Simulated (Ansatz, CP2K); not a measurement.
**Liquid Al at 1200 K (111 atoms) in CP2K**

Aim: run liquid Al at 1200 K (111 atoms) in CP2K and see how near its forces come to a plane-wave reference, and at what cost.

Program: CP2K 2026.2. Level of theory: the method is named at each step. Results are calculated unless marked as measured.

### 1. Set-up

The cell holds 111 atoms: 111 Al. Cell: a = 12.877 Å, b = 12.877 Å, c = 12.877 Å, α = 90.0°, β = 90.0°, γ = 90.0°. 111 atoms (111 Al) placed at random at 2.39 g/cm³, melted at 1500 K for 10 ps at fixed volume with the Finnis-Sinclair Al potential (Mendelev, file Al_mm.eam.fs of the LAMMPS distribution). Snapshot at the end of a hold of 10 ps at 1200 K and zero pressure. Then every atom was moved at random, 0.03 Å r.m.s. a Cartesian component.

The yardstick, on the same geometry:

| Property | Result |
| --- | --- |
| method | Kohn-Sham DFT, PBE, PAW, plane waves (Ansatz 0.2.0); cutoff 420 eV, Γ point, fermi-dirac smearing of 0.05 eV; PAW set soft_2 |
| r.m.s. force component | 0.8729 eV/Å |
| longest force | 3.667 eV/Å |
| pressure | 0.9318 GPa |
| SCF cycles | 7 |
| time | 24 s on 4 threads of Arm Neoverse V1, shared host |
| CPU time | 88 s |

### 2. PBE, DZVP-MOLOPT-SR, 350/50 Ry, diagonalisation

Method: Kohn-Sham DFT, PBE, GTH-PBE pseudopotentials, Gaussian and plane waves, DZVP-MOLOPT-SR-GTH, diagonalisation.

input.inp reads:

```
&GLOBAL
  PROJECT cell
  RUN_TYPE ENERGY_FORCE
  PRINT_LEVEL LOW
&END GLOBAL
&FORCE_EVAL
  METHOD QS
  STRESS_TENSOR ANALYTICAL
  &DFT
    BASIS_SET_FILE_NAME BASIS_MOLOPT
    POTENTIAL_FILE_NAME GTH_POTENTIALS
    &MGRID
      CUTOFF 350
      REL_CUTOFF 50
    &END MGRID
    &QS
      EPS_DEFAULT 1.0E-12
    &END QS
    &SCF
      SCF_GUESS ATOMIC
      EPS_SCF 1.0E-06
      MAX_SCF 200
      ADDED_MOS 44
      &DIAGONALIZATION
        ALGORITHM STANDARD
      &END DIAGONALIZATION
      &SMEAR ON
        METHOD FERMI_DIRAC
        ELECTRONIC_TEMPERATURE [K] 580
      &END SMEAR
      &MIXING
        METHOD BROYDEN_MIXING
        ALPHA 0.15
        NBROYDEN 8
      &END MIXING
      &PRINT
        &RESTART OFF
        &END RESTART
      &END PRINT
    &END SCF
    &XC
      &XC_FUNCTIONAL PBE
      &END XC_FUNCTIONAL
    &END XC
    &PRINT
      &MULLIKEN ON
      &END MULLIKEN
      &HIRSHFELD ON
        SHAPE_FUNCTION DENSITY
      &END HIRSHFELD
      &MO ON
        EIGENVALUES T
        OCCUPATION_NUMBERS T
        MO_INDEX_RANGE 156 179
        &EACH
          QS_SCF 0
        &END EACH
        ADD_LAST NUMERIC
      &END MO
    &END PRINT
  &END DFT
  &SUBSYS
    &CELL
      A 12.87678 0.00000 0.00000
      B 0.00000 12.87678 0.00000
      C 0.00000 0.00000 12.87678
    &END CELL
    &TOPOLOGY
      COORD_FILE_NAME structure.xyz
      COORD_FILE_FORMAT XYZ
    &END TOPOLOGY
    &KIND Al
      BASIS_SET DZVP-MOLOPT-SR-GTH-q3
      POTENTIAL GTH-PBE-q3
    &END KIND
  &END SUBSYS
  &PRINT
    &FORCES ON
    &END FORCES
    &STRESS_TENSOR ON
    &END STRESS_TENSOR
  &END PRINT
&END FORCE_EVAL
```

structure.xyz reads:

```xyz
111

Al 1.52577 10.82422 11.66636
Al 7.79328 9.29008 7.22606
Al 6.04887 4.60924 8.42038
Al 12.59594 4.25230 1.89714
Al 6.66399 7.15434 7.34118
Al 9.34030 2.45006 12.20526
Al 0.27801 8.08971 5.39061
Al 5.42267 12.58989 11.09811
Al 6.92166 5.18084 2.86920
Al 6.73159 11.20808 0.16984
Al 11.39067 1.86288 9.86091
Al 10.11587 3.82054 2.52462
Al 7.77693 12.03438 6.56832
Al 2.31357 0.58718 2.70451
Al 3.21108 8.56731 11.06875
Al 4.75102 8.85498 8.20393
Al 8.07348 1.14796 10.56681
Al 12.13495 5.83473 0.16289
Al 1.12646 7.71448 12.40317
Al 2.36521 6.37027 9.70021
Al 2.13780 4.06134 1.16895
Al 5.03366 3.95523 12.51211
Al 2.38658 0.66290 11.13223
Al 12.00451 7.42604 8.79136
Al 12.61628 0.26951 3.51729
Al 2.10922 7.97124 7.65061
Al 8.69247 3.25705 5.72901
Al 1.16149 2.90049 4.15431
Al 8.52353 5.96478 7.73624
Al 6.21485 9.06912 10.52509
Al 11.39531 3.26787 5.28244
Al 1.03658 8.76046 9.58020
Al 11.94656 10.37019 10.74773
Al 10.98222 12.43524 8.86553
Al 8.98297 9.24797 12.64590
Al 11.09438 1.69677 1.27609
Al 6.01449 4.44532 5.62020
Al 5.27266 10.08445 5.99659
Al 0.88888 1.94002 0.08512
Al 9.98594 7.79354 6.86371
Al 10.50539 7.89643 3.74058
Al 3.71920 6.57450 0.32823
Al 10.51029 4.71342 8.68075
Al 10.39208 11.83659 2.15815
Al 6.30460 1.08770 8.53898
Al 9.14316 8.55404 10.00346
Al 6.88406 11.60340 4.37656
Al 3.38840 10.99716 9.79318
Al 7.05120 3.70684 11.27143
Al 8.91138 5.90284 5.12856
Al 10.62927 10.04788 7.97639
Al 4.08464 5.45975 7.24216
Al 2.25279 0.50683 5.80769
Al 4.11516 2.29670 4.04254
Al 11.71079 8.35136 1.40627
Al 5.45847 0.41489 2.06968
[... 51 atom lines left out ...]
Al 11.93729 0.17551 11.90857
Al 8.45193 10.11626 2.65918
Al 1.71377 4.81888 11.86814
Al 0.75986 11.44179 1.53440
```

Launch:

```console
OMP_NUM_THREADS=2 cp2k.psmp -i input.inp > output.txt
```

Numbers of over 12 decimals in the logs are rounded to 6 here.

What it wrote:

```text
CP2K| version string:                                       CP2K version 2026.2
 CP2K| Input file name                                                 input.inp
 GLOBAL| Basis set file name                                        BASIS_MOLOPT
 GLOBAL| Potential file name                                      GTH_POTENTIALS
 GLOBAL| Run type                                                   ENERGY_FORCE
 GLOBAL| Total number of message passing processes                             1
 GLOBAL| Number of threads for this process                                    2
 TOTAL NUMBERS AND MAXIMUM NUMBERS
  Total number of            - Atomic kinds:                                   1
                             - Atoms:                                        111
                             - Shell sets:                                   111
                             - Shells:                                       555
                             - Primitive Cartesian functions:                444
                             - Cartesian basis functions:                   1554
                             - Spherical basis functions:                   1443
  Maximum angular momentum of- Orbital basis functions:                        2
                             - Local part of the GTH pseudopotential:          0
                             - Non-local part of the GTH pseudopotential:      2
 SCF PARAMETERS         Density guess:                                    ATOMIC
                        max_scf:                                             200
                        eps_scf:                                        1.00E-06
                        added MOs                                        44    0
                        Mixing method:                            BROYDEN_MIXING
                                                charge density mixing in g-space
                        Smear method:                                FERMI_DIRAC
                        Electronic temperature [K]:                        580.0
                        Electronic temperature [a.u.]:                  1.84E-03
                        Accuracy threshold:                             1.00E-10
 Extrapolation method: initial_guess
 Number of electrons:                                                        333
 Number of occupied orbitals:                                                167
 Number of molecular orbitals:                                               211
 Number of orbital functions:                                               1443
 Number of independent orbital functions:                                   1443
 SCF WAVEFUNCTION OPTIMIZATION
  Step     Update method      Time    Convergence         Total energy    Change
     1 NoMix/Diag. 0.15E+00    8.6     0.93965495      -239.8868874818 -2.40E+02
     2 Broy./Diag. 0.15E+00   11.2     0.05906412      -236.0625938878  3.82E+00
     3 Broy./Diag. 0.15E+00   11.3     0.09211231      -233.3362694872  2.73E+00
     4 Broy./Diag. 0.15E+00   11.3     0.04115927      -230.6959488798  2.64E+00
[...]
17 Broy./Diag. 0.15E+00   11.4     0.00000183      -228.7091380913 -8.09E-06
    18 Broy./Diag. 0.15E+00   11.3     0.00000056      -228.7091478509 -9.76E-06
  *** SCF run converged in    18 steps ***
  Electronic density on regular grids:       -332.9999999999        0.0000000001
  Core density on regular grids:              332.9999999990       -0.0000000010
  Total charge density on r-space grids:       -0.0000000009
  Total charge density g-space grids:          -0.0000000009
  Overlap energy of the core charge distribution:               1.4995e-10
  Self energy of the core charge distribution:               -626.250438
  Core Hamiltonian energy:                                    128.349566
  Hartree energy:                                             355.761504
  Exchange-correlation energy:                                -86.553688
  Electronic entropic energy:                                  -0.016092
  Fermi energy:                                                 0.195526
  Total energy:                                              -228.709148
  Total energy (extrapolated to T->0):                       -228.701102
 MO| EIGENVALUES AND OCCUPATION NUMBERS
 MO|
 MO|  Index      Eigenvalue [a.u.]        Eigenvalue [eV]             Occupation
 MO|    156               0.180634               4.915297               1.999398
 MO|    157               0.181617               4.942038               1.998972
 MO|    158               0.183016               4.980113               1.997799
[...]
MO|    178               0.218196               5.937407               0.000009
 MO|    179               0.221415               6.025009               0.000002
 MO| Sum:                                                             333.000000
 MO| E(Fermi):            0.195526 a.u.          5.320527 eV
 !-----------------------------------------------------------------------------!
                     Mulliken Population Analysis
 #  Atom  Element  Kind  Atomic population                           Net charge
       1     Al       1          2.972287                              0.027713
       2     Al       1          3.021501                             -0.021501
       3     Al       1          2.910611                              0.089389
[...]
110     Al       1          3.078378                             -0.078378
     111     Al       1          2.947340                              0.052660
 # Total charge                            333.000000                  0.000000
 !-----------------------------------------------------------------------------!
 !-----------------------------------------------------------------------------!
                           Hirshfeld Charges
  #Atom  Element  Kind  Ref Charge     Population                    Net charge
      1       Al     1       3.000          2.978                         0.022
      2       Al     1       3.000          3.006                        -0.006
      3       Al     1       3.000          2.999                         0.001
[...]
110       Al     1       3.000          2.967                         0.033
    111       Al     1       3.000          2.987                         0.013
  Total Charge                                                           -0.000
 !-----------------------------------------------------------------------------!
 ENERGY| Total FORCE_EVAL ( QS ) energy [hartree]           -228.709170
 FORCES| Atomic forces [hartree/bohr]
 FORCES|   Atom     x               y               z               |f|
 FORCES|      1  4.20119134E-03  1.21571333E-03  1.55577148E-02   1.61607691E-02
 FORCES|      2  1.17636619E-02  3.92310460E-02  1.68402126E-02   4.42837608E-02
 FORCES|      3  3.07716862E-03  1.13206014E-03  2.03949628E-02   2.06568399E-02
[...]
FORCES|    110 -2.83263587E-03  1.10194419E-02 -3.80782884E-02   3.97417661E-02
 FORCES|    111 -1.38991990E-02  1.37326618E-03  2.11236383E-03   1.41257097E-02
 FORCES| Sum     1.27038293E-08  4.08951899E-08 -4.24506758E-08
 FORCES| Total atomic force                                       6.02981236E-08
 STRESS| Analytical stress tensor [bar]
 STRESS|                        x                   y                   z
 STRESS|      x        7.07530648131E+03  -3.27394371700E+03   7.81434065954E+02
 STRESS|      y       -3.27394371700E+03   1.82481517218E+03  -2.17026102739E+03
 STRESS|      z        7.81434065954E+02  -2.17026102739E+03   1.32638257949E+04
 STRESS| 1/3 Trace                                             7.38798248281E+03
```

Elapsed: 4 min, on 2 threads of Arm Neoverse V1, shared host; peak memory 2.6 GiB; 7.4 min of CPU time.

Banners, paths, timers and routine set-up lines are dropped from the logs unmarked, and long logs keep their key lines alone; longer cuts are marked.

Against the reference:

| Property | Result |
| --- | --- |
| r.m.s. force component | 0.8662 eV/Å |
| r.m.s. difference of force components | 14.47 meV/Å |
| longest difference of force vectors | 56.09 meV/Å |
| force difference over r.m.s. force | 1.658 % |
| slope of forces against the reference's | 0.9923 |
| correlation of force components | 0.9999 |
| pressure | 0.7388 GPa |
| pressure difference | -0.193 GPa |

Local excerpt of 10 atoms (numbers count through the whole input) about Al93, whose charge lies farthest from its element's mean; x, y, z are measured from there.

| atom | x | y | z | distance (Å) | bonds | Hirshfeld charge (e) | Fx | Fy | Fz (eV/Å) |
| --- | --- | --- | --- | --- | --- | --- | --- | --- | --- |
| Al93 | 0.00 | 0.00 | 0.00 | 0.00 | 9 | -0.08 | 0.74 | -1.25 | 0.14 |
| Al44 | -0.85 | 1.02 | 2.00 | 2.40 | 10 | -0.02 | 0.01 | 0.89 | 1.67 |
| Al33 | 0.70 | -0.45 | -2.29 | 2.43 | 11 | 0.01 | -0.12 | 0.05 | -2.00 |
| Al105 | -1.98 | 1.56 | -0.54 | 2.58 | 11 | 0.02 | -0.42 | 0.25 | -0.27 |
| Al108 | 0.69 | 2.23 | -1.12 | 2.60 | 13 | 0.02 | 0.37 | 0.23 | -0.21 |
| Al35 | -2.26 | -1.57 | -0.39 | 2.78 | 11 | 0.03 | -0.63 | 0.02 | 0.63 |
| Al55 | 0.47 | -2.47 | 1.25 | 2.80 | 10 | 0.00 | 0.04 | 0.37 | 0.42 |
| Al111 | 2.39 | 0.62 | 1.38 | 2.83 | 12 | 0.01 | -0.71 | 0.07 | 0.11 |
| Al87 | 0.01 | -2.84 | -1.26 | 3.10 | 12 | -0.02 | -0.41 | -0.20 | -0.76 |
| Al1 | 3.16 | 0.01 | -1.37 | 3.44 | 12 | 0.02 | 0.22 | 0.06 | 0.80 |

Forces lie 1.7 % from the reference's, at 5.0 times its CPU time (on 2 against 4 cores).

### 3. PBE, DZVP-UZH, 350/50 Ry, diagonalisation

Method: Kohn-Sham DFT, PBE, GTH-PBE pseudopotentials, Gaussian and plane waves, DZVP-MOLOPT (UZH set), diagonalisation.

Changes to input.inp since step 2:

```diff
@@ -9,4 +9,4 @@
   &DFT
-    BASIS_SET_FILE_NAME BASIS_MOLOPT
-    POTENTIAL_FILE_NAME GTH_POTENTIALS
+    BASIS_SET_FILE_NAME BASIS_MOLOPT_UZH
+    POTENTIAL_FILE_NAME POTENTIAL_UZH
     &MGRID
@@ -67,8 +67,32 @@
     &END CELL
-    &TOPOLOGY
-      COORD_FILE_NAME structure.xyz
-      COORD_FILE_FORMAT XYZ
-    &END TOPOLOGY
+    &COORD
+      SCALED
+      Al 0.11849 0.84060 0.90600
+      Al 0.60522 0.72146 0.56117
+      Al 0.46975 0.35795 0.65392
+      Al 0.97819 0.33023 0.14733
+      Al 0.51752 0.55560 0.57011
+      Al 0.72536 0.19027 0.94785
+      Al 0.02159 0.62824 0.41863
+      Al 0.42112 0.97772 0.86187
+      Al 0.53753 0.40234 0.22282
+      Al 0.52277 0.87041 0.01319
+      Al 0.88459 0.14467 0.76579
+      Al 0.78559 0.29670 0.19606
+      Al 0.60395 0.93458 0.51009
+      Al 0.17967 0.04560 0.21003
+      Al 0.24937 0.66533 0.85959
+      Al 0.36896 0.68767 0.63711
+      Al 0.62698 0.08915 0.82061
+      Al 0.94239 0.45312 0.01265
+      Al 0.08748 0.59910 0.96322
+      Al 0.18368 0.49471 0.75331
+[... 87 atom lines left out ...]
+      Al 0.92704 0.01363 0.92481
+      Al 0.65637 0.78562 0.20651
+      Al 0.13309 0.37423 0.92167
+      Al 0.05901 0.88856 0.11916
+    &END COORD
     &KIND Al
-      BASIS_SET DZVP-MOLOPT-SR-GTH-q3
+      BASIS_SET DZVP-MOLOPT-PBE-GTH-q3
       POTENTIAL GTH-PBE-q3
```

Launch:

```console
OMP_NUM_THREADS=1 mpirun -np 4 cp2k.psmp -i input.inp > output.txt
```

What it wrote:

```text
CP2K| version string:                                       CP2K version 2026.2
 CP2K| Input file name                                                 input.inp
 GLOBAL| Basis set file name                                    BASIS_MOLOPT_UZH
 GLOBAL| Potential file name                                       POTENTIAL_UZH
[... lines left out ...]
 Number of electrons:                                                        333
[... lines left out ...]
  Step     Update method      Time    Convergence         Total energy    Change
[... lines left out ...]
  *** SCF run converged in    18 steps ***
[... lines left out ...]
  Fermi energy:                                                 0.196152
  Total energy:                                              -228.685910
  Total energy (extrapolated to T->0):                       -228.677899
[... lines left out ...]
 MO| E(Fermi):            0.196152 a.u.          5.337568 eV
[... lines left out ...]
 ENERGY| Total FORCE_EVAL ( QS ) energy [hartree]           -228.685933
[... lines left out ...]
 FORCES|      1  4.30909836E-03  1.40656499E-03  1.57453682E-02   1.63848520E-02
 FORCES|      2  1.17116339E-02  3.86559591E-02  1.65399247E-02   4.36464736E-02
 FORCES|      3  2.90442851E-03  9.83790567E-04  2.05927287E-02   2.08197989E-02
[...]
FORCES|    110 -2.19520275E-03  1.11104507E-02 -3.73624337E-02   3.90411639E-02
 FORCES|    111 -1.41885869E-02  1.22955116E-03  1.96026212E-03   1.43760363E-02
 FORCES| Sum     2.99482465E-08  5.81455424E-08 -2.45982128E-08
 FORCES| Total atomic force                                       6.98775618E-08
 STRESS| Analytical stress tensor [bar]
 STRESS|                        x                   y                   z
 STRESS|      x        7.17379220320E+03  -3.45640884461E+03   7.74975760540E+02
 STRESS|      y       -3.45640884461E+03   1.79709323497E+03  -2.11451977650E+03
 STRESS|      z        7.74975760540E+02  -2.11451977650E+03   1.26238426764E+04
 STRESS| 1/3 Trace                                             7.19824270487E+03
```

Run time: 3.7 min. Hardware: 4 MPI ranks; peak memory 4.1 GiB; 15 min of CPU time.

Numbers from this run, and their distance from the reference:

```yaml
r_m_s_force_component: 0.8625 eV/Å
r_m_s_difference_of_force_components: 14.74 meV/Å
longest_difference_of_force_vectors: 57.04 meV/Å
force_difference_over_r_m_s_force: 1.688 %
slope_of_forces_against_the_reference_s: 0.988
correlation_of_force_components: 0.9999
pressure: 0.7198 GPa
pressure_difference: -0.212 GPa
```

Against the first run (1.7 %), the force difference from the reference is 1.7 %, at 2.0 times the CPU time (on 4 against 2 cores), with 1443 basis functions against 1443; this set comes with other potentials too, so the change isn't the basis's alone.

(Part 1 of 3 ends here.)

[Also dropped from logs without a mark: logging warnings of Python, and SIESTA's first energy breakdown and zero terms.]

[Logs are printed without paths, hosts, clocks, repeated set-up lines and the standing remarks that a program may print on its own settings, such as how far it seeks lower states.]

[Hosts, paths, dates, database ids (printed as entryN), source tags and the programs' standing remarks are cut or masked in the printed files.]
